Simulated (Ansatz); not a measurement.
# CSO (R3m): relaxing the cell for a phonon run

Aim: bring CSO (R3m) to small forces and stress, as phonons need.

Calculated with Ansatz 0.2.0; DFT PBEsol, scalar-relativistic, plane waves, norm-conserving pseudopotentials.

Report form: the programs' logs are mostly left out.

## (1) Set-up

The structure is trigonal, space group R3m (No. 160). The conventional cell has a = 6.588 Å, b = 6.588 Å, c = 6.071 Å, α = 90.00°, β = 90.00°, γ = 120.00°. Nearest to C lie 1 O at 1.18 Å and 1 S at 1.56 Å. S has 1 C at 1.56 Å nearest. Nearest to O lie 1 C at 1.18 Å. Farther neighbours and most contacts between anions are not listed.

## (2) A coarse first look

A quick single point on a coarse mesh tells whether the cell has a gap and how far it is from rest, which sets the k mesh and smearing that follow.

Input file input.yaml:

```yaml
crystal:
  lattice:
    - [3.2939890256, 1.9017854507, 2.0235195782]
    - [-3.2939890256, 1.9017854507, 2.0235195782]
    - [0.0, -3.8035709013, 2.0235195782]
  atoms:
    - { symbol: C, position: [0.797703, 0.797703, 0.797703] }
    - { symbol: S, position: [0.541004, 0.541004, 0.541004] }
    - { symbol: O, position: [0.991493, 0.991493, 0.991493] }
kpoints:
  mp_grid: { grid: [6, 6, 6] }
hamiltonian:
  xc: pbesol
  pseudopotentials: { kind: nc }
scf:
  occupations: { method: gaussian, width: 0.1 }
output:
  forces: true
  stress: true
  eigenvalues: true
```

Launch:

```
> ansatz run input.yaml --threads 4 --pin off --max-ram 7168MiB --backend cpu --events-out ev --progress --plain --runs-dir out
```

Elapsed: 3 s, on 4 threads of Arm Neoverse V1, shared host; peak memory 0.45 GiB; 12 s of CPU time.

Numbers from this step:

- pressure: -0.7061 GPa
- gap on the k-mesh: 4.905 eV
- volume per atom: 25.35 Å³
- direct gap on mesh: 5.044 eV

The coarse mesh shows a gap of 4.90 eV and a pressure of -0.7 GPa.

## (3) Rough relaxation

A rough relaxation comes first, because large forces or stress need no tight tolerances yet.

input.yaml, as its differences from that of step 2:

```diff
@@ -20 +20,6 @@
   eigenvalues: true
+relax:
+  adjacent_minimum: "off"
+  f_tol: 0.05
+  max_steps: 80
+  cell: { stress_tol: 0.5 }
```

Wall time 14 s (4 threads); peak memory 0.51 GiB; 54 s of CPU time.

The steps of the relaxation:

```tsv
step	energy less that of the first step (eV)	largest force component (eV/Å)	pressure (GPa)	volume (Å³)
1	0.0000	1.0515	-0.71	76.06
2	-0.0051	0.2905	-0.08	75.59
3	-0.0057	0.0383	0.02	75.09
4*	-0.0056	0.0384	0.02	75.09
```

Relaxation steps marked * repeat the geometry before them on a plane-wave basis chosen anew for their cell, so energy and pressure can jump there.

Forces are held to the 6 operations that the run works with; a distortion that breaks them can't arise in this run.

```tsv
conventional cell, symmetrised	before	after	change
a (Å)	6.588	6.572	-0.2 %
b (Å)	6.588	6.572	-0.2 %
c (Å)	6.071	6.023	-0.8 %
volume (Å³/atom)	25.35	25.03	-1.3 %
```

The relaxed structure:

```
C S O
1.0
     3.28591    1.89712    2.00762
    -3.28591    1.89712    2.00762
     0.00000   -3.79424    2.00762
C S O
1 1 1
Direct
  0.79864 0.79864 0.79864
  0.53938 0.53938 0.53938
  0.99219 0.99219 0.99219
```

Numbers from this step:

* pressure: 0.01905 GPa
* volume per atom: 25.03 Å³
* direct gap on mesh: 5.043 eV

In this step the volume went from 25.35 to 25.03 Å³/atom.

## (4) Relaxation

Harmonic phonons are second derivatives at a point where the forces vanish, and they are wanted at zero stress, so atoms and cell are relaxed first.

input.yaml, the sections that differ from step 3:

```yaml
crystal:
  lattice:
    - [3.2859082108, 1.8971199901, 2.0076220643]
    - [-3.2859082108, 1.8971199901, 2.0076220643]
    - [0.0, -3.7942399801, 2.0076220644]
  atoms:
    - { symbol: C, position: [0.7986380515, 0.7986380515, 0.7986380515] }
    - { symbol: S, position: [0.5393768522, 0.5393768522, 0.5393768522] }
    - { symbol: O, position: [0.9921850963, 0.9921850963, 0.9921850963] }
scf:
  occupations: { method: gaussian, width: 0.02 }
relax:
  adjacent_minimum: "off"
  f_tol: 0.005
  max_steps: 80
  cell: { stress_tol: 0.05 }
# kpoints, hamiltonian, output: as in step 3
```

Elapsed: 23 s, on 4 threads; peak memory 0.52 GiB.

The steps of the relaxation:

```tsv
step	energy less that of the first step (eV)	largest force component (eV/Å)	pressure (GPa)	volume (Å³)
1	0.0000	0.0383	0.02	75.09
2	-0.0002	0.0176	-0.02	74.79
3	-0.0005	0.0161	-0.04	73.75
4	-0.0005	0.0097	-0.02	73.59
5	-0.0006	0.0091	0.02	73.29
6	-0.0006	0.0031	0.00	73.16
7*	-0.0004	0.0030	-0.01	73.16
```

Relaxation steps marked * repeat the geometry before them on a plane-wave basis chosen anew for their cell, so energy and pressure can jump there.

Forces are held to the 6 operations that the run works with; a distortion that breaks them can't arise in this run.

```tsv
conventional cell, symmetrised	before	after	change
a (Å)	6.572	6.514	-0.9 %
b (Å)	6.572	6.514	-0.9 %
c (Å)	6.023	5.972	-0.8 %
volume (Å³/atom)	25.03	24.39	-2.6 %
```

The atoms that moved most (Å, as changes of fractional coordinates times the final cell):

```tsv
atom	dx	dy	dz	length
S2	0.000	0.000	-0.013	0.013
O3	0.000	0.000	0.011	0.011
```

The relaxed structure:

```cif
data_structure
_symmetry_space_group_name_H-M 'P 1'
_symmetry_Int_Tables_number 1
_cell_length_a 4.2554
_cell_length_b 4.2554
_cell_length_c 4.2554
_cell_angle_alpha 99.889
_cell_angle_beta 99.889
_cell_angle_gamma 99.889
_cell_volume 73.16
loop_
_atom_site_label
_atom_site_type_symbol
_atom_site_fract_x
_atom_site_fract_y
_atom_site_fract_z
_atom_site_occupancy
C1 C 0.79885 0.79885 0.79885 1
S2 S 0.53726 0.53726 0.53726 1
O3 O 0.99410 0.99410 0.99410 1
```

Numbers from this step:

| Item | Value |
| --- | --- |
| pressure | -0.01005 GPa |
| gap on the k-mesh | 4.867 eV |
| volume per atom | 24.39 Å³ |
| direct gap on mesh | 5.013 eV |

In this step the volume went from 25.03 to 24.39 Å³/atom.

## (5) Relaxing to small forces for the phonons

Phonons need a cell at rest on their own settings, so the relaxation is repeated with tight tolerances on forces and stress on the k mesh and occupations of the first response run.

input.yaml, the sections that differ from step 4:

```yaml
crystal:
  lattice:
    - [3.2571936699, 1.8805416421, 1.9906826954]
    - [-3.2571936699, 1.8805416421, 1.9906826954]
    - [0.0, -3.7610832842, 1.9906826955]
  atoms:
    - { symbol: C, position: [0.7988461305, 0.7988461305, 0.7988461305] }
    - { symbol: S, position: [0.5372588681, 0.5372588681, 0.5372588681] }
    - { symbol: O, position: [0.9940950014, 0.9940950014, 0.9940950014] }
scf:
  occupations: { method: fixed }
relax:
  adjacent_minimum: "off"
  f_tol: 0.001
  max_steps: 60
  cell: { stress_tol: 0.01 }
# kpoints, hamiltonian, output: as in step 4
```

Wall time 20 s (4 threads); peak memory 0.52 GiB.

The steps of the relaxation:

```tsv
step	energy less that of the first step (eV)	largest force component (eV/Å)	pressure (GPa)	volume (Å³)
1	0.0000	0.0031	-0.01	73.16
2	0.0000	0.0017	-0.01	73.12
3	-0.0001	0.0041	0.01	72.83
4	-0.0001	0.0019	0.00	72.84
5	-0.0001	0.0002	0.00	72.85
6*	0.0000	0.0002	0.00	72.85
```

Relaxation steps marked * repeat the geometry before them on a plane-wave basis chosen anew for their cell, so energy and pressure can jump there.

Forces are held to the 6 operations that the run works with; a distortion that breaks them can't arise in this run.

```tsv
conventional cell, symmetrised	before	after	change
a (Å)	6.514	6.501	-0.2 %
b (Å)	6.514	6.501	-0.2 %
c (Å)	5.972	5.971	-0.0 %
volume (Å³/atom)	24.39	24.28	-0.4 %
```

The relaxed structure:

```cif
data_structure
_symmetry_space_group_name_H-M 'P 1'
_symmetry_Int_Tables_number 1
_cell_length_a 4.2483
_cell_length_b 4.2483
_cell_length_c 4.2483
_cell_angle_alpha 99.829
_cell_angle_beta 99.829
_cell_angle_gamma 99.829
_cell_volume 72.85
loop_
_atom_site_label
_atom_site_type_symbol
_atom_site_fract_x
_atom_site_fract_y
_atom_site_fract_z
_atom_site_occupancy
C1 C 0.79884 0.79884 0.79884 1
S2 S 0.53724 0.53724 0.53724 1
O3 O 0.99411 0.99411 0.99411 1
```

This step gave:

- pressure: -0.001702 GPa
- gap on the k-mesh: 4.863 eV
- volume per atom: 24.28 Å³
- direct gap on mesh: 5.011 eV

The largest force component left is 0.24 meV/Å and the pressure is -0.002 GPa, within the tolerances set. The cell now holds 24.28 Å³/atom.

## (6) Results

```json
{
 "space group after relaxation (within 0.01 Å)": "R3m",
 "lattice constant a": "6.501 Å",
 "lattice constant b": "6.501 Å",
 "lattice constant c": "5.971 Å",
 "volume per atom": "24.3 Å³",
 "gap on the k-mesh": "4.86 eV"
}
```

In words: The largest force component left is 0.24 meV/Å and the pressure is -0.002 GPa, within the tolerances set. The cell now holds 24.28 Å³/atom. The relaxation keeps the symmetry of its start, so it says nothing on stability against lower symmetry. Molecules or layers are held here by dispersion, which a functional without a dispersion term lacks, so the volume and the soft modes are poorly fixed (LDA binds such crystals far too tightly, GGAs too loosely).

[Logs are printed without paths, hosts, clocks, repeated set-up lines and the standing remarks that a program may print on its own settings, such as how far it seeks lower states.]

[Hosts, paths, dates, database ids (printed as entryN), source tags and the programs' standing remarks are cut or masked in the printed files.]
